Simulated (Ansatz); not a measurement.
# Ru(0001) with 2 thermally displaced layers, 2x2: scattering by thermal displacements

How much do lattice vibrations at 500 K scatter the electrons of Ru? Layers with random displacements are laid between perfect leads, and the resistance is followed against their length.

Main program and level: Ansatz 0.2.0; Ansatz plane-wave DFT, PBE, PAW files; ballistic transport by layer matching (Landauer), zero bias; PAW set soft_1.

Report form: the programs' logs are mostly left out.

**1. The structure**

The cell holds 48 atoms: 48 Ru. Cell: a = 5.412 Å, b = 5.412 Å, c = 25.691 Å, α = 90.0°, β = 90.0°, γ = 120.0°. It derives from Ru. Regions: lead, 40 atoms (40 Ru); scattering region, 8 atoms (8 Ru). The structure is stacked along c, and the current runs across the ab planes.

**2. With 2 displaced layers**

Each atom of 2 layers is moved at random, by amounts drawn from a normal law 0.0456 Å wide in each direction from the Debye model (600 K) at 500 K. The layers about the cell's end stay perfect and serve as the lead. Disorder leaves little or no symmetry, which makes such runs dear. Energies from -0.05 to 0.05 eV in steps of 0.05 eV are too few for the program's thermal sum, so it prints no conductance; for a metal the transmission near the Fermi level serves, at a fraction of the cost.

Input file input.yaml:

```yaml
crystal:
  lattice:
    - [5.4116, 0.0, 0.0]
    - [-2.7058, 4.6865830751, 0.0]
    - [0.0, 0.0, 25.6914]
  atoms:
    - { symbol: Ru, position: [0.1666666667, 0.3333333333, 0.0416666667] }
    - { symbol: Ru, position: [0.1666666667, 0.8333333333, 0.0416666667] }
    - { symbol: Ru, position: [0.6666666667, 0.3333333333, 0.0416666667] }
    - { symbol: Ru, position: [0.6666666667, 0.8333333333, 0.0416666667] }
    - { symbol: Ru, position: [0.3333333333, 0.1666666667, 0.125] }
    - { symbol: Ru, position: [0.3333333333, 0.6666666667, 0.125] }
    - { symbol: Ru, position: [0.8333333333, 0.1666666667, 0.125] }
    - { symbol: Ru, position: [0.8333333333, 0.6666666667, 0.125] }
[... 36 atom lines left out ...]
    - { symbol: Ru, position: [0.3333333333, 0.1666666667, 0.9583333333] }
    - { symbol: Ru, position: [0.3333333333, 0.6666666667, 0.9583333333] }
    - { symbol: Ru, position: [0.8333333333, 0.1666666667, 0.9583333333] }
    - { symbol: Ru, position: [0.8333333333, 0.6666666667, 0.9583333333] }
kpoints:
  mp_grid: { grid: [5, 5, 1] }
hamiltonian:
  xc: pbe
  pseudopotentials: { kind: paw, azcp: { folder: soft_1 } }
scf:
  occupations: { method: fermi_dirac, width: 0.1 }
output:
  transmission:
    leads: [[0, 8]]
    kmesh: [10, 10]
    e_range: [-0.05, 0.05]
    de: 0.05
  write_potential: true
  write_density: true
  volumetric_format: npy
  elf: true
```

On the command line:

```sh
> ansatz run input.yaml --threads 4 --pin off --max-ram 15360MiB --backend cpu --events-out ev --progress --plain --runs-dir out
```

The job ended after 11 min (4 threads of Arm Neoverse V1, shared host; peak memory 6.5 GiB; 40 min of CPU time).

This step gave:

| Item | Value |
| --- | --- |
| free energy | -282179.1140 eV |
| energy at zero smearing | -282178.3517 eV |
| Fermi energy | 23.34 eV |
| cell area | 25.36 Å² |
| transmission per spin nearest the Fermi level | 4.941 |
| open channels per spin nearest the Fermi level | 5.16 |
| step of the lead's potential | 3.2 meV |

Per spin. The transmission, zone mean by energy, zero at the Fermi level:

| energy (eV) | transmission, zone mean |
| --- | --- |
| -0.0500 | 4.98 |
| 0.0000 | 4.94 |
| 0.0500 | 5.26 |

Per spin. The open channels, zone mean, lead by energy, zero at the Fermi level:

| energy (eV) | open channels, zone mean, lead |
| --- | --- |
| -0.0500 | 5.16 |
| 0.0000 | 5.16 |
| 0.0500 | 5.64 |

Transmission over k1 and k2. At 0.0000 eV from the Fermi level.

Values, 10 rows by 10 columns:
```
 3.7  3.8  4.8  4.6  4.7  3.8  3.7  2.7  2.0  2.5
 3.0  4.6  4.9  4.9  4.9  4.9  4.6  3.0  2.0  2.0
 3.0  4.4  4.9  6.8  8.8  6.7  4.9  4.3  3.0  2.7
 3.8  4.7  4.9  8.8 11.8 11.8  8.8  4.9  4.5  3.8
 5.5  3.5  4.9  6.7 11.8 11.8 11.8  6.7  4.9  3.5
 3.8  3.8  4.5  4.9  8.8 11.8 11.8  8.8  4.9  4.7
 3.0  2.7  3.0  4.3  4.9  6.7  8.8  6.8  4.9  4.4
 3.0  2.0  2.0  3.0  4.6  4.9  4.9  4.9  4.9  4.6
 3.7  2.5  2.0  2.7  3.7  3.8  4.7  4.6  4.8  3.8
 5.4  3.8  3.0  3.0  3.9  5.7  3.9  3.0  3.0  3.8
```
Columns: k1 (b1) from -0.5 to 0.4; rows upwards: k2 (b2) from -0.5 to 0.4.

Open channels over k1 and k2. At 0.0000 eV from the Fermi level.

Values, 10 rows by 10 columns:
```
 4.0  4.0  5.0  5.0  5.0  4.0  4.0  3.0  2.0  3.0
 3.0  5.0  5.0  5.0  5.0  5.0  5.0  3.0  2.0  2.0
 3.0  5.0  5.0  7.0  9.0  7.0  5.0  5.0  3.0  3.0
 4.0  5.0  5.0  9.0 12.0 12.0  9.0  5.0  5.0  4.0
 6.0  4.0  5.0  7.0 12.0 12.0 12.0  7.0  5.0  4.0
 4.0  4.0  5.0  5.0  9.0 12.0 12.0  9.0  5.0  5.0
 3.0  3.0  3.0  5.0  5.0  7.0  9.0  7.0  5.0  5.0
 3.0  2.0  2.0  3.0  5.0  5.0  5.0  5.0  5.0  5.0
 4.0  3.0  2.0  3.0  4.0  4.0  5.0  5.0  5.0  4.0
 6.0  4.0  3.0  3.0  4.0  6.0  4.0  3.0  3.0  4.0
```
Columns: k1 (b1) from -0.5 to 0.4; rows upwards: k2 (b2) from -0.5 to 0.4.

Valence density in the ca plane at fractional y = 0.154, with atoms of Ru within 0.2 Å of it. It is the smooth field of the valence electrons, not physical close to the nuclei.

Values in units of 1e0 e/Å³, 8 rows by 16 columns, each cell a mean:
```
0.4 0.4 4.2 2.2 0.4 0.4 2.4 3.7 0.4 0.4 1.1 5.1 0.7 0.4 0.5 4.7
0.3 0.4 6.9 3.6 0.3 0.3 4.3 6.6 0.4 0.3 1.7 8.3 1.0 0.3 0.6 7.7
0.7 0.4 1.4 0.8 0.6 0.6 1.0 1.4 0.4 0.7 0.5 1.6 0.4 0.8 0.4 1.5
1.0 0.5 0.5 0.4 0.8 0.7 0.4 0.5 0.4 0.9 0.3 0.5 0.4 1.0 0.4 0.5
0.4 0.4 4.2 2.2 0.4 0.4 2.3 4.0 0.4 0.4 1.1 5.1 0.7 0.4 0.5 4.7
0.3 0.4 6.9 3.6 0.3 0.3 3.7 6.6 0.4 0.3 1.7 8.3 1.0 0.3 0.6 7.7
0.7 0.4 1.4 0.8 0.6 0.6 0.8 1.3 0.4 0.6 0.5 1.6 0.4 0.8 0.4 1.5
1.0 0.5 0.5 0.4 0.8 0.7 0.4 0.4 0.5 1.0 0.3 0.5 0.4 1.0 0.4 0.5
```
Columns run along c (16.0 Å, from fractional 0.19 to 0.81 of the cell), rows up along a (5.4 Å). Atoms in or near the plane, at fractional coordinates: Ru at (0.29, 0.33), Ru at (0.29, 0.83), Ru at (0.46, 0.34), Ru at (0.46, 0.82), Ru at (0.62, 0.33), Ru at (0.62, 0.83), Ru at (0.79, 0.33), Ru at (0.79, 0.83).

Electrostatic potential energy in the ca plane at fractional y = 0.154, with atoms of Ru within 0.2 Å of it. With pseudopotentials it is smooth inside the atoms' cores, unlike the true potential.

Values in eV, 8 rows by 16 columns, each cell a mean:
```
 20  20 -31  -8  21  21 -10 -25  20  19   8 -40  14  20  19 -35
 23  19 -51 -23  23  23 -29 -49  21  23  -1 -63   9  23  16 -57
 12  20   2  12  15  16   9   1  20  14  18  -2  20  11  20   0
  5  19  19  21  11  12  21  19  19   8  22  18  21   5  20  18
 20  20 -31  -8  21  21  -8 -29  21  21   8 -40  14  20  19 -35
 23  19 -51 -23  23  23 -24 -50  20  23  -1 -63   9  23  16 -57
 12  20   2  12  15  16  12   3  20  15  18  -2  20  11  20   0
  5  19  19  21  11  12  21  20  17   6  22  18  21   5  20  18
```
Columns run along c (16.0 Å, from fractional 0.19 to 0.81 of the cell; values clipped at the 3rd and 97th percentile), rows up along a (5.4 Å). Atoms in or near the plane, at fractional coordinates: Ru at (0.29, 0.33), Ru at (0.29, 0.83), Ru at (0.46, 0.34), Ru at (0.46, 0.82), Ru at (0.62, 0.33), Ru at (0.62, 0.83), Ru at (0.79, 0.33), Ru at (0.79, 0.83).

ELF in the ca plane at fractional y = 0.154, with atoms of Ru within 0.2 Å of it. It is the smooth field of the valence electrons, not physical close to the nuclei.

Ten even steps from '0' (0.21) to '9' (0.60), each cell a mean:
```
10011158731210011267621111111268611100121378
21121399971221221599961211221699951221221799
21221498981221220697970221221698951221221798
11121279951211121389941210121489831211121599
12211113211112211124311012101123201112111123
14300111111024300111111023201111120034201111
13201111101013201112101013201111111023101111
10011158731210011158731211121268621100121378
21121399971221220499971221221699951221221799
21221498981221220598971221221698951221221798
11121279951211121289941210121489831211121599
12211113211112201013201111111023201112111123
14300111111024300111121024201111120034201111
13201111101013201111111023201111111023101111
```
Columns run along c (16.0 Å, from fractional 0.19 to 0.81 of the cell), rows up along a (5.4 Å). Atoms in or near the plane, at fractional coordinates: Ru at (0.29, 0.33), Ru at (0.29, 0.83), Ru at (0.46, 0.34), Ru at (0.46, 0.82), Ru at (0.62, 0.33), Ru at (0.62, 0.83), Ru at (0.79, 0.33), Ru at (0.79, 0.83).

Over the solved energies the transmission per spin lies between 4.94 and 5.26, out of 5.32 channels of the lead on average (up to 5.64).

**3. With 6 displaced layers**

Each atom of 6 layers is moved at random, by amounts drawn from a normal law 0.0456 Å wide in each direction from the Debye model (600 K) at 500 K. A fresh draw is used; the growth of the resistance with length is what counts.

System of this step: Ru(0001) with 6 thermally displaced layers, 2x2. The cell holds 64 atoms: 64 Ru. Cell: a = 5.412 Å, b = 5.412 Å, c = 34.255 Å, α = 90.0°, β = 90.0°, γ = 120.0°. It derives from Ru. Regions: lead, 40 atoms (40 Ru); scattering region, 24 atoms (24 Ru). The structure is stacked along c, and the current runs across the ab planes.

Input file input.yaml:

```yaml
crystal:
  lattice:
    - [5.4116, 0.0, 0.0]
    - [-2.7058, 4.6865830751, 0.0]
    - [0.0, 0.0, 34.2552]
  atoms:
    - { symbol: Ru, position: [0.1666666667, 0.3333333333, 0.03125] }
    - { symbol: Ru, position: [0.1666666667, 0.8333333333, 0.03125] }
    - { symbol: Ru, position: [0.6666666667, 0.3333333333, 0.03125] }
    - { symbol: Ru, position: [0.6666666667, 0.8333333333, 0.03125] }
    - { symbol: Ru, position: [0.3333333333, 0.1666666667, 0.09375] }
    - { symbol: Ru, position: [0.3333333333, 0.6666666667, 0.09375] }
    - { symbol: Ru, position: [0.8333333333, 0.1666666667, 0.09375] }
    - { symbol: Ru, position: [0.8333333333, 0.6666666667, 0.09375] }
[... 52 atom lines left out ...]
    - { symbol: Ru, position: [0.3333333333, 0.1666666667, 0.96875] }
    - { symbol: Ru, position: [0.3333333333, 0.6666666667, 0.96875] }
    - { symbol: Ru, position: [0.8333333333, 0.1666666667, 0.96875] }
    - { symbol: Ru, position: [0.8333333333, 0.6666666667, 0.96875] }
kpoints:
  mp_grid: { grid: [5, 5, 1] }
hamiltonian:
  xc: pbe
  pseudopotentials: { kind: paw, azcp: { folder: soft_1 } }
scf:
  occupations: { method: fermi_dirac, width: 0.1 }
output:
  transmission:
    leads: [[0, 8]]
    kmesh: [10, 10]
    e_range: [-0.05, 0.05]
    de: 0.05
  write_potential: true
  write_density: true
  volumetric_format: npy
```

Elapsed: 19 min, on 4 threads; peak memory 10 GiB.

Numbers from this step:

* free energy: -376238.3064 eV
* energy at zero smearing: -376237.2718 eV
* Fermi energy: 23.37 eV
* transmission per spin nearest the Fermi level: 4.508
* open channels per spin nearest the Fermi level: 5.28
* step of the lead's potential: 1.6 meV

Per spin. Transmission, zone mean against energy, zero at the Fermi level:

| energy (eV) | transmission, zone mean |
| --- | --- |
| -0.0500 | 4.53 |
| 0.0000 | 4.51 |
| 0.0500 | 4.69 |

Over the solved energies the transmission per spin lies between 4.51 and 4.69, out of 5.48 channels of the lead on average (up to 6).

**4. With 10 displaced layers**

Each atom of 10 layers is moved at random, by amounts drawn from a normal law 0.0456 Å wide in each direction from the Debye model (600 K) at 500 K. A fresh draw is used; the growth of the resistance with length is what counts.

System of this step: Ru(0001) with 10 thermally displaced layers, 2x2. The cell holds 80 atoms: 80 Ru. Cell: a = 5.412 Å, b = 5.412 Å, c = 42.819 Å, α = 90.0°, β = 90.0°, γ = 120.0°. It derives from Ru. Regions: lead, 40 atoms (40 Ru); scattering region, 40 atoms (40 Ru). The structure is stacked along c, and the current runs across the ab planes.

Input file input.yaml:

```yaml
crystal:
  lattice:
    - [5.4116, 0.0, 0.0]
    - [-2.7058, 4.6865830751, 0.0]
    - [0.0, 0.0, 42.819]
  atoms:
    - { symbol: Ru, position: [0.1666666667, 0.3333333333, 0.025] }
    - { symbol: Ru, position: [0.1666666667, 0.8333333333, 0.025] }
    - { symbol: Ru, position: [0.6666666667, 0.3333333333, 0.025] }
    - { symbol: Ru, position: [0.6666666667, 0.8333333333, 0.025] }
    - { symbol: Ru, position: [0.3333333333, 0.1666666667, 0.075] }
    - { symbol: Ru, position: [0.3333333333, 0.6666666667, 0.075] }
    - { symbol: Ru, position: [0.8333333333, 0.1666666667, 0.075] }
    - { symbol: Ru, position: [0.8333333333, 0.6666666667, 0.075] }
[... 68 atom lines left out ...]
    - { symbol: Ru, position: [0.3333333333, 0.1666666667, 0.975] }
    - { symbol: Ru, position: [0.3333333333, 0.6666666667, 0.975] }
    - { symbol: Ru, position: [0.8333333333, 0.1666666667, 0.975] }
    - { symbol: Ru, position: [0.8333333333, 0.6666666667, 0.975] }
kpoints:
  mp_grid: { grid: [5, 5, 1] }
hamiltonian:
  xc: pbe
  pseudopotentials: { kind: paw, azcp: { folder: soft_1 } }
scf:
  occupations: { method: fermi_dirac, width: 0.1 }
output:
  transmission:
    leads: [[0, 8]]
    kmesh: [10, 10]
    e_range: [-0.05, 0.05]
    de: 0.05
  write_potential: true
  write_density: true
  volumetric_format: npy
```

Wall time 31 min (4 threads); peak memory 8.4 GiB.

Numbers from this step:

```yaml
free_energy: -470297.4206 eV
energy_at_zero_smearing: -470296.1499 eV
fermi_energy: 23.36 eV
transmission_per_spin_nearest_the_fermi_level: 3.970
step_of_the_lead_s_potential: 1.1 meV
```

Per spin. Table of transmission, zone mean by energy, zero at the Fermi level:

| energy (eV) | transmission, zone mean |
| --- | --- |
| -0.0500 | 4.05 |
| 0.0000 | 3.97 |
| 0.0500 | 4.12 |

Over the solved energies the transmission per spin lies between 3.97 and 4.12, out of 5.44 channels of the lead on average (up to 5.88).

**5. The fit**

This step: Ansatz plane-wave DFT, PBE, PAW files; ballistic transport by layer matching (Landauer), zero bias; resistivity from the slope of the area resistance; PAW set soft_1 (Ansatz 0.2.0).

Numbers from this step:

- resistivity: 10.27 µΩ cm
- intercept: -0.01303 fΩ m²
- scatter about the fit: 7.64e-4 fΩ m²

Resistance, by row:

| run | length (Å) | T | channels N | RA (fΩ m²) |
| --- | --- | --- | --- | --- |
| n2 | 4.282 | 5.061 | 5.32 | 0.0315 |
| n6 | 12.85 | 4.577 | 5.48 | 0.1179 |
| n10 | 21.41 | 4.045 | 5.44 | 0.2075 |

Area resistance against length of the displaced region:

| length of the displaced region (Å) | area resistance (fΩ m²) |
| --- | --- |
| 4.28 | 0.0315 |
| 12.85 | 0.118 |
| 21.41 | 0.207 |

The area resistance goes from 0.032 to 0.21 fΩ m² between 4.3 and 21.4 Å, a slope of 10 µΩ cm.

By hand from the end points: (0.2075 − 0.03150) fΩ m² / (21.41 − 4.28) Å = 10 µΩ cm, since 1 fΩ m² per Å is 1000 µΩ cm.

**6. Results**

| Item | Value |
| --- | --- |
| resistivity from the slope | 10.3 µΩ cm |
| area resistance over 4.28 Å | 0.0315 fΩ m² |
| area resistance over 12.8 Å | 0.118 fΩ m² |
| area resistance over 21.4 Å | 0.207 fΩ m² |

The slope gives 10 µΩ cm. The points scatter by 7.6e-4 fΩ m² about the line, with one random draw a length in a 2x2 cell, so the slope is a rough value. The mean square of the displacements drawn is 0.84, 0.86 and 0.90 of the nominal one at the three lengths; with each resistance scaled back by that, the slope is 11 µΩ cm, the value used below. The lead's own channel count moves between the runs (5.32, 5.48 and 5.44), which shifts RA and the slope too. Read with a model of isotropic scattering on a spherical Fermi surface and the lead's 1.6×10¹⁵ S/m², this slope means a mean free path near 45 Å; over these lengths the model's slope is 1.10 times its bulk resistivity, which would be 10 µΩ cm. Uncorrelated displacements put too much weight on short waves, which scatter strongly; with the sideways repeat of a small cell, one draw and three short lengths, the method is good to a factor of two or three.

[Logs are printed without paths, hosts, clocks, repeated set-up lines and the standing remarks that a program may print on its own settings, such as how far it seeks lower states.]

[Hosts, paths, dates, database ids (printed as entryN), source tags and the programs' standing remarks are cut or masked in the printed files.]
